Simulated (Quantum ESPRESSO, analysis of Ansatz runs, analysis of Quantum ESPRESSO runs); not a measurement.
# Local vibrational mode of the U centre (hydride ion on a halide site) in NaI (PBE) (Quantum ESPRESSO), part 2 of 2

Subject: U centre (hydride ion on a halide site) in NaI. Wanted: its local vibrational mode, in one set-up (PBE, JTH 2.0 PBE, 32-site cell, PBE lattice, k: 2x2x2 shifted). The model is a cell of 32 host atoms with 1 I taken out and 1 H put in. The frequencies come from force constants among the defect atom and its neighbours, with the masses of the isotopes named. Other potentials or another program check that the number doesn't hang on one set of files.

Quantum ESPRESSO 7.5; PBE, JTH 2.0 PBE, 32-site cell, PBE lattice, k: 2x2x2 shifted.

So far: Set-up; Relaxation, charge 0.

## 3. Atom Na6 moved by 0.015 A along x

Force constants come from the forces after small displacements; symmetry gives the rest. One such run is shown.

This step: Quantum ESPRESSO plane-wave DFT, PBE, JTH 2.0 PBE potentials; single point of a defect supercell.

File pw.in:

```
&CONTROL
  calculation = 'scf'
  prefix = 'pwscf'
  outdir = './tmp'
  pseudo_dir = './pseudo'
  tprnfor = .true.
  disk_io = 'low'
/
&SYSTEM
  ibrav = 0
  nat = 32
  ntyp = 3
  ecutwfc = 40
  ecutrho = 240
  nbnd = 129
  occupations = 'smearing'
  smearing = 'fd'
  degauss = 0.00073499
/
&ELECTRONS
  conv_thr = 1d-10
  electron_maxstep = 100
  mixing_beta = 0.5
/
ATOMIC_SPECIES
Na    22.9898 Na.GGA_PBE-JTH.UPF
I    126.9045 I.GGA_PBE-JTH.UPF
H      1.0080 H.GGA_PBE-JTH.UPF
CELL_PARAMETERS angstrom
  -6.5013732732    6.5013732732    6.5013732732
   6.5013732732   -6.5013732732    6.5013732732
   6.5013732732    6.5013732732   -6.5013732732
ATOMIC_POSITIONS crystal
Na     0.0000000000    0.0000000000    0.0000000000
Na     0.0000000000    0.2500000000    0.7500000000
[... 3 atom lines left out ...]
Na     0.2727926932    0.2739462957    0.5011536024
Na     0.2727926932    0.5000000000    0.2727926932
[... 2 atom lines left out ...]
Na     0.5000000000    0.2727926932    0.2727926932
[... 1 atom line left out ...]
Na     0.5000000000    0.7272073068    0.7272073068
[... 2 atom lines left out ...]
Na     0.7272073068    0.5000000000    0.7272073068
Na     0.7272073068    0.7272073068    0.5000000000
[... 3 atom lines left out ...]
I     -0.0053537410    0.7473231295    0.7473231295
[... 1 atom line left out ...]
I      0.2526768705    0.2526768705    0.0053537410
I      0.2526768705    0.5000000000    0.7473231295
[... 3 atom lines left out ...]
H      0.5000000000    0.5000000000    0.5000000000
[... 1 atom line left out ...]
I      0.7473231295   -0.0053537410    0.7473231295
I      0.7473231295    0.2526768705    0.5000000000
[... 1 atom line left out ...]
I      0.7473231295    0.7473231295   -0.0053537410
K_POINTS automatic
2 2 2 1 1 1
```

Command:

```
> OMP_NUM_THREADS=1 mpirun -n 2 pw.x -nk 2 -in pw.in > pw.out
```

The program printed:

```text
[banner, memory and clock lines left out]
          URL

     file Na.GGA_PBE-JTH.UPF: wavefunction(s)  2S 3S 2P 3P renormalized
     file I.GGA_PBE-JTH.UPF: wavefunction(s)  0S 0P renormalized
     file H.GGA_PBE-JTH.UPF: wavefunction(s)  1S 0S 0P renormalized
     Message from routine setup:
     using ibrav=0 with symmetry is DISCOURAGED, use correct ibrav instead

     G-vector sticks info

     bravais-lattice index     =            0
     lattice parameter (alat)  =      21.2797  a.u.
     unit-cell volume          =    7417.7450 (a.u.)^3
     number of atoms/cell      =           32
     number of atomic types    =            3
     number of electrons       =       250.00
     number of Kohn-Sham states=          129
     kinetic-energy cutoff     =      40.0000  Ry
     charge density cutoff     =     240.0000  Ry
     scf convergence threshold =      1.0E-10
     mixing beta               =       0.5000
     number of iterations used =            8  plain     mixing
     Exchange-correlation= SLA PW PBX PBC
                           (   1   4   3   4   0   0   0)

     celldm(1)=  21.279656  celldm(2)=   0.000000  celldm(3)=   0.000000
     celldm(4)=   0.000000  celldm(5)=   0.000000  celldm(6)=   0.000000

     crystal axes: (cart. coord. in units of alat)
               a(1) = (  -0.577350   0.577350   0.577350 )
               a(2) = (   0.577350  -0.577350   0.577350 )
               a(3) = (   0.577350   0.577350  -0.577350 )

     reciprocal axes: (cart. coord. in units 2 pi/alat)
               b(1) = ( -0.000000  0.866025  0.866025 )
               b(2) = (  0.866025 -0.000000  0.866025 )
               b(3) = (  0.866025  0.866025  0.000000 )

     PseudoPot. # 1 for Na read from file:
     Na.GGA_PBE-JTH.UPF
     Pseudo is Projector augmented-wave + core cor, Zval =  9.0
     Generated using ATOMPAW code
     Shape of augmentation charge: SINC**2
     Using radial grid of  969 points,  4 beta functions with:
                l(1) =   0
                l(2) =   0
                l(3) =   1
                l(4) =   1
     Q(r) pseudized with 0 coefficients

     PseudoPot. # 2 for I  read from file:
     I.GGA_PBE-JTH.UPF
     Pseudo is Projector augmented-wave + core cor, Zval =  7.0
     Generated using ATOMPAW code
     Shape of augmentation charge: SINC**2
     Using radial grid of 1095 points,  4 beta functions with:
                l(1) =   0
                l(2) =   0
                l(3) =   1
                l(4) =   1
     Q(r) pseudized with 0 coefficients

     PseudoPot. # 3 for H  read from file:
     H.GGA_PBE-JTH.UPF
     Pseudo is Projector augmented-wave + core cor, Zval =  1.0
     Generated using ATOMPAW code
     Shape of augmentation charge: SINC**2
     Using radial grid of  777 points,  3 beta functions with:
                l(1) =   0
                l(2) =   0
                l(3) =   1
     Q(r) pseudized with 0 coefficients

     atomic species   valence    mass     pseudopotential
     Na                9.00    22.98980     Na( 1.00)
     I                 7.00   126.90450     I ( 1.00)
     H                 1.00     1.00800     H ( 1.00)

      2 Sym. Ops. (no inversion) found ( 1 have fractional translation)

   Cartesian axes

     site n.     atom                  positions (alat units)
         1        Na     tau(   1) = (   0.0000000   0.0000000   0.0000000  )
         2        Na     tau(   2) = (   0.5773503   0.2886751  -0.2886751  )
         3        Na     tau(   3) = (   0.5773503   0.0000000   0.0000000  )
         4        Na     tau(   4) = (   0.5773503  -0.2886751   0.2886751  )
         5        Na     tau(   5) = (   0.2886751   0.5773503  -0.2886751  )
         6        Na     tau(   6) = (   0.2900072   0.2886751   0.0263187  )
         7        Na     tau(   7) = (   0.2886751   0.0263187   0.2886751  )
         8        Na     tau(   8) = (   0.2886751  -0.2886751   0.5773503  )
         9        Na     tau(   9) = (   0.0000000   0.5773503   0.0000000  )
        10        Na     tau(  10) = (   0.0263187   0.2886751   0.2886751  )
        11        Na     tau(  11) = (   0.0000000   0.0000000   0.5773503  )
        12        Na     tau(  12) = (   0.5510315   0.2886751   0.2886751  )
        13        Na     tau(  13) = (  -0.2886751   0.5773503   0.2886751  )
        14        Na     tau(  14) = (  -0.2886751   0.2886751   0.5773503  )
        15        Na     tau(  15) = (   0.2886751   0.5510315   0.2886751  )
        16        Na     tau(  16) = (   0.2886751   0.2886751   0.5510315  )
        17        I      tau(  17) = (   0.2886751   0.2886751  -0.2886751  )
        18        I      tau(  18) = (   0.2886751   0.0030910   0.0030910  )
        19        I      tau(  19) = (   0.2886751  -0.2886751   0.2886751  )
        20        I      tau(  20) = (   0.8660254  -0.0030910  -0.0030910  )
        21        I      tau(  21) = (   0.0030910   0.2886751   0.0030910  )
        22        I      tau(  22) = (   0.0030910   0.0030910   0.2886751  )
        23        I      tau(  23) = (   0.5742593   0.2886751   0.0030910  )
        24        I      tau(  24) = (   0.5742593   0.0030910   0.2886751  )
        25        I      tau(  25) = (  -0.2886751   0.2886751   0.2886751  )
[...]
total energy              =   -7435.48600346 Ry
     estimated scf accuracy    <       0.45332222 Ry

     iteration #  2     ecut=    40.00 Ry     beta= 0.50
     Davidson diagonalization with overlap
     ethr =  1.81E-04,  avg # of iterations =  3.0

     negative rho (up, down):  7.939E-02 0.000E+00

     total energy              =   -7435.55929783 Ry
     estimated scf accuracy    <       0.02436564 Ry

     iteration #  3     ecut=    40.00 Ry     beta= 0.50
     Davidson diagonalization with overlap
     ethr =  9.75E-06,  avg # of iterations =  6.0

     negative rho (up, down):  8.204E-02 0.000E+00

     total energy              =   -7435.56339762 Ry
     estimated scf accuracy    <       0.00465562 Ry

     iteration #  4     ecut=    40.00 Ry     beta= 0.50
     Davidson diagonalization with overlap
     ethr =  1.86E-06,  avg # of iterations =  4.0

     negative rho (up, down):  8.238E-02 0.000E+00

     total energy              =   -7435.56396404 Ry
     estimated scf accuracy    <       0.00008667 Ry

     iteration #  5     ecut=    40.00 Ry     beta= 0.50
     Davidson diagonalization with overlap
     ethr =  3.47E-08,  avg # of iterations =  4.0

     negative rho (up, down):  8.259E-02 0.000E+00

     total energy              =   -7435.56400800 Ry
     estimated scf accuracy    <       0.00001141 Ry

     iteration #  6     ecut=    40.00 Ry     beta= 0.50
     Davidson diagonalization with overlap
     ethr =  4.56E-09,  avg # of iterations =  3.2

     negative rho (up, down):  8.269E-02 0.000E+00

     total energy              =   -7435.56401456 Ry
     estimated scf accuracy    <       0.00000174 Ry

     iteration #  7     ecut=    40.00 Ry     beta= 0.50
     Davidson diagonalization with overlap
     ethr =  6.96E-10,  avg # of iterations =  4.0

     negative rho (up, down):  8.269E-02 0.000E+00

     total energy              =   -7435.56401545 Ry
     estimated scf accuracy    <       0.00000009 Ry

     iteration #  8     ecut=    40.00 Ry     beta= 0.50
     Davidson diagonalization with overlap
     ethr =  3.66E-11,  avg # of iterations =  5.0

     negative rho (up, down):  8.270E-02 0.000E+00

     total energy              =   -7435.56401553 Ry
     estimated scf accuracy    <          7.7E-09 Ry

     iteration #  9     ecut=    40.00 Ry     beta= 0.50
     Davidson diagonalization with overlap
     ethr =  3.09E-12,  avg # of iterations =  3.0

     negative rho (up, down):  8.269E-02 0.000E+00

     total energy              =   -7435.56401553 Ry
     estimated scf accuracy    <          7.5E-10 Ry

     iteration # 10     ecut=    40.00 Ry     beta= 0.50
     Davidson diagonalization with overlap
     ethr =  3.01E-13,  avg # of iterations =  3.2

     negative rho (up, down):  8.269E-02 0.000E+00

     End of self-consistent calculation

          k = 0.4330 0.4330 0.4330 ( 31688 PWs)   bands (ev):

   -49.2108 -49.2092 -49.2092 -49.2092 -49.2091 -49.2075 -49.1503 -49.1503
   -49.1479 -49.1479 -49.1346 -49.1334 -49.1334 -49.1334 -49.1334 -49.1323
   -21.1281 -21.1280 -21.1273 -21.1263 -21.1261 -21.1260 -21.1253 -21.1253
   -21.1253 -21.1237 -21.1236 -21.1232 -21.1231 -21.1208 -21.1201 -21.1201
   -21.1193 -21.1183 -21.0670 -21.0670 -21.0669 -21.0668 -21.0661 -21.0661
   -21.0646 -21.0645 -21.0645 -21.0644 -21.0636 -21.0636 -21.0530 -21.0529
   -21.0523 -21.0516 -21.0516 -21.0516 -21.0516 -21.0516 -21.0515 -21.0509
   -21.0503 -21.0502 -21.0444 -21.0436 -21.0433 -21.0425 -21.0421 -21.0414
    -9.3906  -9.3878  -9.3874  -9.3847  -9.2402  -9.2378  -9.2369  -9.2278
    -9.2260  -9.2254  -9.2250  -9.2211  -8.9939  -8.9938  -8.9938  -0.4484
[...]
6.4790

          k = 0.0000 0.0000 0.4330 ( 31705 PWs)   bands (ev):

[...]
6.3150

          k = 0.4330 0.0000 0.0000 ( 31705 PWs)   bands (ev):

[...]
6.3150

          k = 0.0000 0.4330 0.0000 ( 31705 PWs)   bands (ev):

[...]
-0.1257  -0.0648   0.0938   0.1215   0.1514   0.1835   0.1843   0.2193
     0.3410   0.3414   0.5680   0.5690   0.6032   0.7398   0.8009   0.8517
     0.8528   0.8763   0.8777   0.8946   0.8984   0.8988   0.9215   0.9708
     0.9828   0.9847   1.0990   1.1007   1.1408   1.1487   1.2198   1.2214
     1.2424   1.2592   1.3930   1.3956   1.8475   5.6519   6.2701   6.3133
     6.3167

     the Fermi energy is     3.0859 ev

!    total energy              =   -7435.56401553 Ry
     total all-electron energy =     -7435.564016 Ry
     estimated scf accuracy    <          4.8E-11 Ry
     smearing contrib. (-TS)   =       0.00000000 Ry
     internal energy E=F+TS    =   -7435.56401553 Ry

     The total energy is F=E-TS. E is the sum of the following terms:
     one-electron contribution =   -1384.56487278 Ry
     hartree contribution      =     650.21904640 Ry
     xc contribution           =    -324.28758936 Ry
     ewald contribution        =    -924.47506923 Ry
     one-center paw contrib.   =   -5452.45553056 Ry

     convergence has been achieved in  10 iterations

     negative rho (up, down):  8.269E-02 0.000E+00

     Forces acting on atoms (cartesian axes, Ry/au):

     atom    1 type  1   force =     0.00000734    0.00006444    0.00000416
     atom    2 type  1   force =     0.00000792    0.00000000   -0.00006319
     atom    3 type  1   force =     0.00000733   -0.00006498   -0.00000413
     atom    4 type  1   force =     0.00000719   -0.00000000    0.00006161
     atom    5 type  1   force =     0.00000365    0.00000009    0.00000002
     atom    6 type  1   force =    -0.00087213    0.00000000    0.00020450
     atom    7 type  1   force =    -0.00000911    0.00020376   -0.00000023
     atom    8 type  1   force =     0.00013282   -0.00000000   -0.00000005
     atom    9 type  1   force =     0.00000734   -0.00006444    0.00000416
     atom   10 type  1   force =     0.00023159    0.00000000   -0.00009132
[...]
atom   28 type  2   force =    -0.00002499    0.00022331   -0.00022338
     atom   29 type  2   force =    -0.00021918    0.00000000   -0.00022547
     atom   30 type  2   force =     0.00021981   -0.00019497    0.00002679
     atom   31 type  2   force =     0.00022784   -0.00000000   -0.00022134
     atom   32 type  2   force =    -0.00022717   -0.00025181   -0.00002682

     Total force =     0.001557     Total SCF correction =     0.000013
```

Wall time 5.3 min (2 MPI ranks of Arm Neoverse V2, shared host); peak memory 1.9 GiB; 11 min of CPU time.

At this level the gap is 3.80 eV on the k-mesh of the self-consistent run, which can miss the band edges.

## 4. Local vibrational modes

Analysis of the runs above: force constants by central differences of Quantum ESPRESSO plane-wave DFT, PBE, JTH 2.0 PBE potentials forces among the atoms nearest to a defect, the others at rest.

The modes with the largest weight on the probed atoms (the light atom of a pair), for the masses of each isotope. Modes of the displaced atoms (local only where they lie over the host's phonons):

```csv
isotopes,mode (cm⁻¹),share of the defect atoms
H,347.7,0.895
H,347.7,0.895
H,347.7,0.895
D,258.4,0.814
D,258.4,0.814
D,258.4,0.814
```

## 5. Summary of results

| Property | Result |
| --- | --- |
| distance from the defect atom to its nearest neighbour | 2.954 Å |
| threefold local mode of H- | 348 cm⁻¹ |
| threefold local mode of D- | 258 cm⁻¹ |

In words: Threefold local mode of H-: computed 348 cm⁻¹, measured 426.8 cm⁻¹; 79 cm⁻¹ (19 %) below the measurement. Threefold local mode of D-: computed 258 cm⁻¹, measured 318.5 cm⁻¹; 60 cm⁻¹ (19 %) below the measurement. The ion's well is wide, so the mode is sensitive to the lattice constant, one possible source of the difference. Only the named neighbours move, so modes near the host's band are approximate.

[Logs are printed without paths, hosts, clocks, repeated set-up lines and the standing remarks that a program may print on its own settings, such as how far it seeks lower states.]

[Hosts, paths, dates, database ids (printed as entryN), source tags and the programs' standing remarks are cut or masked in the printed files.]

[For some hosts the program warned that the k-mesh of the response run may be too coarse for force constants and the static dielectric constant; such warnings are not shown here.]
